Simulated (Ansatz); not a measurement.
**SnSe2 monolayer (2H): modes against uniaxial strain along the armchair direction, normal to a, with the width clamped**

Wanted: the shifts of the zone-centre modes of SnSe2 monolayer (2H) with strain.

Main program and level: Ansatz 0.2.0; DFT PBE, scalar-relativistic, plane waves, PAW; PAW set soft_1.

## Step 1: The starting structure

The cell holds 3 atoms: 1 Sn and 2 Se. Cell: a = 3.800 Å, b = 3.800 Å, c = 30.460 Å, α = 90.0°, β = 90.0°, γ = 120.0°. Vacuum lies along c. The height across the vacuum is the one that the program set for its solve, not the one typed.

## Step 2: A rough relaxation first

A rough relaxation comes first, because large forces or stress need no tight tolerances yet. The program lengthens the typed cell of 20.0 Å along the normal to 30.5 Å, as its cut-off of the electrostatics needs, and moves no atom.

Input file input.yaml:

```yaml
crystal:
  lattice:
    - [3.8, 0.0, 0.0]
    - [-1.9, 3.2909, 0.0]
    - [0.0, 0.0, 20.0]
  atoms:
    - { symbol: Sn, position: [0.333333, 0.666667, 0.5] }
    - { symbol: Se, position: [0.666667, 0.333333, 0.58325] }
    - { symbol: Se, position: [0.666667, 0.333333, 0.41675] }
  periodic: [true, true, false]
kpoints:
  mp_grid: { grid: [6, 6, 1] }
hamiltonian:
  xc: pbe
  pseudopotentials: { kind: paw, azcp: { folder: soft_1 } }
scf:
  occupations: { method: gaussian, width: 0.1 }
output:
  forces: true
  stress: true
  eigenvalues: true
relax:
  adjacent_minimum: "off"
  f_tol: 0.05
  max_steps: 80
  cell: { stress_2d_tol: 0.02 }
```

On the command line:

```console
$ ansatz run input.yaml --threads 4 --pin off --max-ram 16384MiB --backend cpu --events-out ev --progress --plain --runs-dir out
```

Numbers of over 12 decimals in the logs are rounded to 6 here.

Output:

```text
[...]
F+E_penalty+E_count = -16962.68107776 eV   max|allowed force component| = 1.596e-3 eV/Å   (the final SCF, on the basis selected at the relaxed cell)
  cell:  # Å, volume = 379.3053 Å³
    - [3.791964, 0.0, 0.0]
    - [-1.895982, 3.283937, 0.0]
    - [0.0, 0.0, 30.46]
  atoms:
    - { symbol: Sn, position: [0.333333, 0.666667, 0.328299] }
    - { symbol: Se, position: [0.666667, 0.333333, 0.385109] }
    - { symbol: Se, position: [0.666667, 0.333333, 0.271490] }
[key lines of the parts left out:]
SCF converged after 6 iterations
Free energy (F): -16962.681078 eV
Fermi energy:    -5.659305 eV
P = ½ c Tr σ = 0.0108 N/m
```

Wall time 14 s (4 threads of Arm Neoverse V1, shared host); peak memory 0.67 GiB; 52 s of CPU time.

The steps of the relaxation:

| step | energy less that of the first step (eV) | largest force component (eV/Å) | volume (Å³) |
| --- | --- | --- | --- |
| 1 | 0.0000 | 0.7876 | 380.92 |
| 2 | 0.0931 | 1.0864 | 373.97 |
| 3 | -0.0458 | 0.1495 | 378.46 |
| 4 | -0.0481 | 0.0250 | 379.03 |
| 5 | -0.0482 | 0.0016 | 379.31 |
| 6* | -0.0482 | 0.0016 | 379.31 |

Relaxation steps marked * repeat the geometry before them on a plane-wave basis chosen anew for their cell, so energy and pressure can jump there. Relaxation step 2 was tried and not accepted.

The run keeps the 12 symmetry operations that it works with, so distortions that break them were not tested.

| cell as run | before | after | change |
| --- | --- | --- | --- |
| a (Å) | 3.800 | 3.792 | -0.2 % |
| b (Å) | 3.800 | 3.792 | -0.2 % |

The atoms that moved most (Å, along periodic axes as changes of fractional coordinates times the final cell, across vacuum about the mean position):

| atom | dx | dy | dz | length |
| --- | --- | --- | --- | --- |
| Se2 | 0.000 | 0.000 | 0.065 | 0.065 |
| Se3 | 0.000 | 0.000 | -0.065 | 0.065 |

Final coordinates:

```
Sn Se
1.0
     3.79196    0.00000    0.00000
    -1.89598    3.28394    0.00000
     0.00000    0.00000   30.46000
Sn Se
1 2
Direct
  0.33333 0.66667 0.32830
  0.66667 0.33333 0.38511
  0.66667 0.33333 0.27149
```

Numbers from this step:

```yaml
gap_on_the_k_mesh: 0 eV
area_per_atom: 4.151 Å²
```

The relaxation ends with a largest force component of 0.0016 eV/Å.

## Step 3: Relaxation

The cell and atoms are relaxed, since residual forces and stress would shift the frequencies.

input.yaml, the sections that differ from step 2:

```yaml
crystal:
  lattice:
    - [3.7919640749, 0.0, 0.0]
    - [-1.8959820374, 3.2839372191, 0.0]
    - [0.0, 0.0, 30.46]
  atoms:
    - { symbol: Sn, position: [0.3333333333, 0.6666666667, 0.3282994091] }
    - { symbol: Se, position: [0.6666666667, 0.3333333333, 0.3851090976] }
    - { symbol: Se, position: [0.6666666667, 0.3333333333, 0.2714897205] }
  periodic: [true, true, false]
kpoints:
  mp_grid: { grid: [12, 12, 1] }
relax:
  adjacent_minimum: "off"
  f_tol: 0.005
  max_steps: 80
  cell: { stress_2d_tol: 0.02 }
# hamiltonian, scf, output: as in step 2
```

Output:

```text
[...]
Crystal: 3 atoms, lattice volume = 379.305 Å³
Basis set: ecut = 420 eV, 7433 PW (Γ), exchange–correlation on 54×54×432 points (8 copies of the dense FFT grid, shifted against one another)
Bands: 28, of which v1, the nominal top of the filled ones, is band 23 counted from 1 (22 counted from 0)
Symmetry: 12 space group operations
[...]
--- Relaxed structure (3 steps of the walk, 2 accepted, 1 SCFs on fresh bases) ---
[...]
cell:  # Å, volume = 379.7224 Å³
    - [3.794048, -2.8883432848253965e-11, 0.0]
    - [-1.897024, 3.285742, 0.0]
    - [0.0, 0.0, 30.46]
  atoms:
    - { symbol: Sn, position: [0.333333, 0.666667, 0.328299] }
    - { symbol: Se, position: [0.666667, 0.333333, 0.384950] }
    - { symbol: Se, position: [0.666667, 0.333333, 0.271649] }
[key lines of the parts left out:]
SCF converged after 7 iterations
Free energy (F): -16962.695868 eV
Fermi energy:    -5.630364 eV
P = ½ c Tr σ = 0.0046 N/m
```

Elapsed: 24 s, on 4 threads; peak memory 0.74 GiB; 93 s of CPU time.

Little changed from the start: no atom moved by 0.005 Å and no cell edge by 0.1 %.

Numbers from this step:

```yaml
gap_on_the_k_mesh: 0.02421 eV
area_per_atom: 4.155 Å²
```

## Step 4: Tight relaxation

Phonons need small forces and stress, so the relaxation is finished with tight tolerances on 12×12×1 k points.

input.yaml, the sections that differ from step 3:

```yaml
crystal:
  lattice:
    - [3.7940480531, 0.0, 0.0]
    - [-1.8970240265, 3.2857419971, 0.0]
    - [0.0, 0.0, 30.46]
  atoms:
    - { symbol: Sn, position: [0.3333333333, 0.6666666667, 0.3282994091] }
    - { symbol: Se, position: [0.6666666667, 0.3333333333, 0.3849499087] }
    - { symbol: Se, position: [0.6666666667, 0.3333333333, 0.2716489094] }
  periodic: [true, true, false]
output:
  forces: true
  stress: true
  eigenvalues: true
  write_density: true
  write_potential: true
  elf: true
  volumetric_format: npy
relax:
  adjacent_minimum: "off"
  f_tol: 0.001
  max_steps: 60
  cell: { stress_2d_tol: 0.002 }
# kpoints, hamiltonian, scf: as in step 3
```

Output:

```text
[...]
Crystal: 3 atoms, lattice volume = 379.722 Å³
Basis set: ecut = 420 eV, 7445 PW (Γ), exchange–correlation on 54×54×432 points (8 copies of the dense FFT grid, shifted against one another)
Bands: 28, of which v1, the nominal top of the filled ones, is band 23 counted from 1 (22 counted from 0)
Symmetry: 12 space group operations
[...]
° read free of the cell's end (the report's vacuum.weakly_bound_levels)
--- Relaxed structure (3 steps of the walk, 2 accepted, 1 SCFs on fresh bases) ---
[...]
cell:  # Å, volume = 379.7518 Å³
    - [3.794195, -2.8868641845387078e-11, 0]
    - [-1.897097, 3.285869, 0]
    - [0, 0, 30.46]
  atoms:
    - { symbol: Sn, position: [0.333333, 0.666667, 0.328299] }
    - { symbol: Se, position: [0.666667, 0.333333, 0.384945] }
    - { symbol: Se, position: [0.666667, 0.333333, 0.271654] }
[key lines of the parts left out:]
SCF converged after 10 iterations
Free energy (F): -16962.695869 eV
Fermi energy:    -5.630714 eV
P = ½ c Tr σ = 0.0019 N/m
```

Elapsed: 27 s, on 4 threads; peak memory 0.75 GiB.

Little changed from the start: no atom moved by 0.005 Å and no cell edge by 0.1 %.

This step gave:

```yaml
gap_on_the_k_mesh: 0.02475 eV
area_per_atom: 4.156 Å²
```

Valence density in the ac plane at fractional y = 0.333, with atoms of Se within 0.2 Å of it. It is the smooth field of the valence electrons, not physical close to the nuclei.

Values in e/Å³, 24 rows by 14 columns, each cell a mean:
```
 0  0  0  0  0  0  0  0  0  0  0  0  0  0
 0  0  0  0  0  0  0  0  0  0  0  0  0  0
 0  0  0  0  0  0  0  0  0  0  0  0  0  0
 0  0  0  0  0  0  0  0  0  0  0  0  0  0
 0  0  0  0  0  0  0  0  0  0  0  0  0  0
 0  0  0  0  0  0  0  0  0  0  0  0  0  0
 0  0  0  0  0  0  0  0  0  0  0  0  0  0
 0  0  0  0  0  0  0  0  0  0  0  0  0  0
 0  0  0  0  0  0  0  0  0  0  0  0  0  0
 0  0  0  0  0  0  0  0  0  0  0  0  0  0
 0  0  0  0  0  0  0  0  0  0  0  0  0  0
 0  0  0  0  0  0  0  0  0  0  0  0  0  0
 0  0  0  0  0  0  0  0  0  0  0  0  0  0
 0  0  0  0  0  0  0  0  0  0  0  0  0  0
 0  0  0  0  0  0  1  2  9 21 15  3  1  0
 0  0  0  0  0  0  0  0  1  1  1  1  0  0
 0  0  0  0  0  0  0  0  1  1  1  0  0  0
 0  0  0  0  0  0  1  2 10 22 15  3  1  0
 0  0  0  0  0  0  0  0  0  0  0  0  0  0
 0  0  0  0  0  0  0  0  0  0  0  0  0  0
 0  0  0  0  0  0  0  0  0  0  0  0  0  0
 0  0  0  0  0  0  0  0  0  0  0  0  0  0
 0  0  0  0  0  0  0  0  0  0  0  0  0  0
 0  0  0  0  0  0  0  0  0  0  0  0  0  0
```
Columns run along a (3.8 Å), rows up along c (30.5 Å). Atoms in or near the plane, at fractional coordinates: Se at (0.67, 0.38), Se at (0.67, 0.27).

ELF in the ac plane at fractional y = 0.333, with atoms of Se within 0.2 Å of it. It is the smooth field of the valence electrons, not physical close to the nuclei.

Ten even steps from '_' (0.00) to '@' (0.79), each cell a mean:
```
____________________________
____________________________
____________________________
____________________________
____________________________
____________________________
____________________________
____________________________
____________________________
____________________________
____________________________
____________________________
______________............__
::______..==##%%@@@@@@%%##**
**::....++%%@@@@**++++%%@@@@
==------==++******++********
==------==++****++++++****++
**--....++%%@@@@**==++%%@@@@
--______::++##@@@@@@@@@@%%**
____________....::::::....__
____________________________
____________________________
____________________________
____________________________
```
Columns run along a (3.8 Å), rows up along c (30.5 Å). Atoms in or near the plane, at fractional coordinates: Se at (0.67, 0.38), Se at (0.67, 0.27).

Electrostatic potential energy in the ac plane at fractional y = 0.333, with atoms of Se within 0.2 Å of it. With pseudopotentials it is smooth inside the atoms' cores, unlike the true potential.

Values in eV, 24 rows by 14 columns, each cell a mean:
```
  0   0   0   0   0   0   0   0   0   0   0   0   0   0
  0   0   0   0   0   0   0   0   0   0   0   0   0   0
  0   0   0   0   0   0   0   0   0   0   0   0   0   0
  0   0   0   0   0   0   0   0   0   0   0   0   0   0
  0   0   0   0   0   0   0   0   0   0   0   0   0   0
  0   0   0   0   0   0   0   0   0   0   0   0   0   0
  0   0   0   0   0   0   0   0   0   0   0   0   0   0
  0   0   0   0   0   0   0   0   0   0   0   0   0   0
  0   0   0   0   0   0   0   0   0   0   0   0   0   0
  0   0   0   0   0   0   0   0   0   0   0   0   0   0
  0   0   0   0   0   0   0   0   0   0   0   0   0   0
  0   0   0   0   0   0   0   0   0   0   0   0   0   0
  0   0   0   0   0   0   0   0   0   0   0   0   0   0
 -1   0   0   0  -1  -1  -1  -2  -3  -4  -4  -3  -2  -1
 -4  -2  -2  -2  -3  -7 -14 -17 -10  -6  -7 -15 -16 -10
 -7  -8  -9  -9  -7  -6  -8 -10 -11 -11 -11 -10  -8  -7
 -7  -9 -10 -10  -8  -7  -7  -8 -10 -10 -10  -9  -7  -6
 -4  -2  -2  -2  -3  -7 -15 -17 -10  -6  -7 -16 -17 -10
 -1  -1   0   0  -1  -1  -2  -3  -5  -6  -5  -4  -2  -1
  0   0   0   0   0   0   0   0   0   0   0   0   0   0
  0   0   0   0   0   0   0   0   0   0   0   0   0   0
  0   0   0   0   0   0   0   0   0   0   0   0   0   0
  0   0   0   0   0   0   0   0   0   0   0   0   0   0
  0   0   0   0   0   0   0   0   0   0   0   0   0   0
```
Columns run along a (3.8 Å; values clipped at the 3rd and 97th percentile), rows up along c (30.5 Å). Atoms in or near the plane, at fractional coordinates: Se at (0.67, 0.38), Se at (0.67, 0.27).

The largest force component left is 0.28 meV/Å, within the tolerances set.

## Step 5: Modes at rest

Phonons follow from the second derivative of the energy, found here by linear response.

The modes at rest are the reference of the series.

input.yaml, the sections that differ from step 4:

```yaml
crystal:
  lattice:
    - [3.794194891, 0.0, 0.0]
    - [-1.8970974455, 3.2858691626, 0.0]
    - [0.0, 0.0, 30.46]
  atoms:
    - { symbol: Sn, position: [0.3333333333, 0.6666666667, 0.3282994091] }
    - { symbol: Se, position: [0.6666666667, 0.3333333333, 0.3849452767] }
    - { symbol: Se, position: [0.6666666667, 0.3333333333, 0.2716535414] }
  periodic: [true, true, false]
output:
  eigenvalues: true
phonons:
  method: dfpt
# kpoints, hamiltonian, scf: as in step 4
# relax: removed
```

Output:

```text
Warning: crystal.symmetry: narrowed to the stabiliser of the run's FFT grids — unitary ops 12 → 6. A phonons.method: dfpt run fills in the rows of the dynamical matrix that it does not solve by its symmetry operations, which is exact only for operations that map its FFT grids onto themselves: filled in by any other, the frequencies could depend on the order in which like atoms are typed, or, by more than the grids' own error, on where the crystal sits among the grids' points. Excluded: 6 operations. The run can therefore solve more perturbations, solve them on more k-points, or both, and cost more. [rest of the remark cut]
[...]
Crystal: 3 atoms, lattice volume = 379.752 Å³
Basis set: ecut = 420 eV, 7445 PW (Γ), exchange–correlation on 54×54×432 points (8 copies of the dense FFT grid, shifted against one another)
Bands: 28, of which v1, the nominal top of the filled ones, is band 23 counted from 1 (22 counted from 0)
Symmetry: 12 space group operations
k-points: 43 of 144 (irreducible under 2 space group operations, time reversal used)
[...]
SCF iter  11: F=-16962.695869 eV  HF=-16962.695869 eV  |F-HF|=3.64e-12  |Δ(HF+E_count)|=  2.00e-10  Δρ=6.47e-9  dr2=2.86e-13  ethr=1.00e-12  ⟨swp⟩=18.6  Hψ=8076  notcnv=0
SCF 1 converged in 11 iterations: F = -16962.695869 eV  dr2 = 2.86e-13
[...]
DFPT response loops at Γ: preconditioner auto → none (partly filled bands, converged f_vac=0.765); β = 0.50; Broyden in place of MSR1
SCF converged after 11 iterations
Free energy (F): -16962.695869 eV
[...]
Internal energy: -16962.692433 eV  (E = F + TS)
E sigma→0 (E₀):  -16962.694151 eV
Entropy (-TS):   -0.003436 eV (-1.145 meV/atom)
Fermi energy:    -5.630714 eV
[...]
--- Band table (eV; the first three rows and the last of 43) ---
  k-point 0: bands = [... 19 lower, -6.4592, -6.4592, -5.6543, -5.6543, -5.1513, -2.1124, -1.5615, -1.5615, ... 1 higher]
  k-point 1: bands = [... 19 lower, -7.1121, -6.5941, -6.0575, -5.7092, -4.6856, -1.8724 (-1.8724°), -1.7108 (-1.7108°), -1.4129, ... 1 higher]
  k-point 2: bands = [... 19 lower, -7.4919, -6.9208, -6.6825, -5.8522, -4.3392, -2.3351, -1.0983 (-1.0982°), -1.0459, ... 1 higher]
  k-point 42: bands = [... 19 lower, -9.2137, -9.0609, -7.3834, -6.1420, -4.7240, -2.8040, -0.7210, -0.1937, ... 1 higher]
  ° read free of the cell's end (the report's vacuum.weakly_bound_levels)
--- Phonons (Γ-DFPT): 6 representative perturbations + reference, on 43 of 144 k-points (Σ response iterations 23) ---
  ASR residual: 1.077e-4 → 0.000e0 eV/Å²; symmetrization residual: 2.931e-5 eV/Å²
  The last average, over the group as it would stand without the narrowing to the FFT grids, took up to 8.049e-6 eV/Å² of the zone centre's force constants
  ASR residual per site (eV/Å²): 1.08e-4 1.50e-6 4.33e-5
  Γ frequencies (cm⁻¹): -85.33 -85.33 0.00 0.00 0.00 130.19 130.19 199.13 229.71
  non-analytic LO–TO correction: not included (Born effective charges unavailable; polar crystals: no LO–TO splitting at Γ)
```

It took 99 s on 4 threads; peak memory 1.8 GiB; 6.4 min of CPU time.

This step gave:

```
sum-rule residual before enforcement                    : 1.08e-4 eV/Å²
point group                                             : -6m2
highest optical mode at the zone centre (no LO-TO term) : 229.7 cm⁻¹
lowest optical zone-centre mode                         : -85.33 cm⁻¹
```

Without the LO-TO term. Patterns of degenerate modes are one choice out of their space. Modes at Γ, with each element's share of the kinetic energy (negative means imaginary):

| mode | frequency (cm⁻¹) | symmetry | Sn % | Se % |
| --- | --- | --- | --- | --- |
| 1 | -85.3 | E'' | 0 | 100 |
| 2 | -85.3 | E'' | 0 | 100 |
| 3 | 0.0 | acoustic | 43 | 57 |
| 4 | 0.0 | acoustic | 43 | 57 |
| 5 | 0.0 | acoustic | 43 | 57 |
| 6 | 130.2 | E' | 57 | 43 |
| 7 | 130.2 | E' | 57 | 43 |
| 8 | 199.1 | A1' | 0 | 100 |
| 9 | 229.7 | A2'' | 57 | 43 |

Displacements in mode 2 (-85.3 cm⁻¹), the largest set to 1:
```
Sn1  0.00  0.00  0.00
Se2  0.42  1.00  0.00
Se3 -0.42 -1.00  0.00
```

Displacements in mode 8 (199.1 cm⁻¹), the largest set to 1:
```
Sn1  0.00  0.00  0.00
Se2  0.00  0.00  1.00
Se3  0.00  0.00 -1.00
```

Before it was imposed, the acoustic sum rule was missed by 1.1e-4 eV/Å². Small misses are needed for a sound result but don't prove that mesh and cutoff are converged. The lowest optical mode is imaginary, 85.3i cm⁻¹, so the energy falls along it.

## Step 6: Relaxation of a member: uniaxial strain of +5 % along the armchair direction, normal to a, with the width clamped

The cell takes a uniaxial strain of +5 % along the armchair direction, normal to a, with the width clamped. The cell is held, and the atoms relax in it.

input.yaml, the sections that differ from step 5:

```yaml
crystal:
  lattice:
    - [3.794194891, 0.0, 0.0]
    - [-1.8970974455, 3.4501626206, 0.0]
    - [0.0, 0.0, 30.46]
  atoms:
    - { symbol: Sn, position: [0.3338061977, 0.6676123954, 0.3282994091] }
    - { symbol: Se, position: [0.6664302345, 0.3328604689, 0.3847630941] }
    - { symbol: Se, position: [0.6664302345, 0.3328604689, 0.2718357241] }
  periodic: [true, true, false]
output:
  forces: true
  stress: true
  eigenvalues: true
relax:
  adjacent_minimum: "off"
  f_tol: 0.001
  max_steps: 60
# kpoints, hamiltonian, scf: as in step 5
# phonons: removed
```

Output:

```text
[...]
--- Relaxed structure (4 steps of the walk, 3 accepted, 0 SCFs on fresh bases) ---
  F+E_penalty+E_count = -16962.63300621 eV   max|allowed force component| = 2.983e-5 eV/Å
  cell:  # Å, volume = 398.7394 Å³
    - [3.794194891, 0.0, 0.0]
    - [-1.8970974455, 3.4501626206, 0.0]
    - [0.0, 0.0, 30.46]
  atoms:
    - { symbol: Sn, position: [0.333609, 0.667218, 0.328299] }
    - { symbol: Se, position: [0.666529, 0.333058, 0.384743] }
    - { symbol: Se, position: [0.666529, 0.333058, 0.271856] }
[key lines of the parts left out:]
SCF converged after 4 iterations
Free energy (F): -16962.633006 eV
Fermi energy:    -5.779957 eV
P = ½ c Tr σ = -1.9698 N/m
```

The job ended after 44 s (4 threads; peak memory 0.9 GiB; 2.9 min of CPU time).

No atom moved by 0.005 Å in the relaxation.

Numbers from this step:

| Property | Result |
| --- | --- |
| gap on the k-mesh | 0 eV |
| area per atom | 4.364 Å² |

The largest force component left is 0.031 meV/Å.

[end of part 1 of 2]

[Logs are printed without paths, hosts, clocks, repeated set-up lines and the standing remarks that a program may print on its own settings, such as how far it seeks lower states.]

[Hosts, paths, dates, database ids (printed as entryN), source tags and the programs' standing remarks are cut or masked in the printed files.]
